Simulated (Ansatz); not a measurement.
# Calculated records

```cif
data_ycrb4
_symmetry_space_group_name_H-M 'Pbam'
_symmetry_Int_Tables_number 55
_cell_length_a 5.9720
_cell_length_b 11.4600
_cell_length_c 3.4610
_cell_angle_alpha 90.000
_cell_angle_beta 90.000
_cell_angle_gamma 90.000
_cell_volume 236.87
loop_
_atom_site_label
_atom_site_type_symbol
_atom_site_symmetry_multiplicity
_atom_site_Wyckoff_symbol
_atom_site_fract_x
_atom_site_fract_y
_atom_site_fract_z
_atom_site_occupancy
Y1 Y 4 g 0.12412 0.15037 0.00000 1
Cr1 Cr 4 g 0.12013 0.42178 0.00000 1
B1 B 4 h 0.27888 0.31667 0.50000 1
B2 B 4 h 0.47560 0.19123 0.50000 1
B3 B 4 h 0.38769 0.04654 0.50000 1
B4 B 4 h 0.36116 0.46746 0.50000 1
_calc_subject 'From HSE06 to G0W0: YCrB4 (Pbam)'
_calc_method 'G0W0 on HSE06, plane waves, PAW (and 1 further level or step)'
_calc_program 'Ansatz 0.2.0'
_calc_settings_of_one_run 'cutoff 420 eV, 2×2×4 k-mesh, default PAW, empty bands 459, screening cutoff 90 eV, screening contour deformation, QP bands (v4, c4), PAW set soft 2'
_calc_cost '2 runs, 5.2 min in all on 1 × NVIDIA H100 80GB HBM3 (shared by 6 runs) with 2 threads of AMD EPYC 7R13 (Zen 3), shared host (the runs of this entry)'
_calc_notes 'In doubt: masses and optical values from hybrid runs of this build are listed as unsure (in some of the runs), which bears on the screening that GW takes from such a start. The program’s warnings: coarse exchange mesh. Geometry: measured cell, ions relaxed with LDA. Limits: no spin polarisation; d states lean on the start; no spin-orbit coupling. Bands and cutoff are finite, so the gap is not at the basis limit. The miss can reach some tenths of an eV and take either sign; the mesh is an error of its own. The 2×2×4 mesh is coarse for this cell (its supercell is 12 Å along the shortest edge). The RPA ε∞ on it, from the HSE06 start, is 19.67, 20.23 and 26.17; such meshes misread the long-range screening, most where the gap is narrow. The program warns that the mesh is coarse for exact exchange, which bears on the hybrid start’s gap. The runs have no spin polarisation. For a closed low-spin shell that is the natural state; where a d or f shell is open it is a constraint, and the gap is then not the crystal’s own.'
_calc_hse06_gap '0.60 eV, indirect'
_calc_g0w0_gap_on_the_mesh '0.42 eV, from k = (-0.500, -0.500, 0.000) to k = (0.000, 0.000, 0.250)'
_calc_gw_settings '2×2×4 mesh, 459 empty bands, screening to 90 eV'
_calc_known_limits 'not at the basis limit; no spin polarisation; d states lean on the start; no spin-orbit coupling; coarse k mesh'
```

[Paths, hosts, dates, memory and timing lines, banners, echoed tables and standing remarks are left out of the program output.]

[Logs are printed without paths, hosts, clocks, repeated set-up lines and the standing remarks that a program may print on its own settings, such as how far it seeks lower states.]

[Runs of the session that timed out or met a known fault of the program may be left out.]

[Cells called generated may have been cut or substituted from an entry of the Crystallography Open Database or the Materials Project.]

[Hosts, paths, dates, database ids (printed as entryN), source tags and the programs' standing remarks are cut or masked in the printed files.]
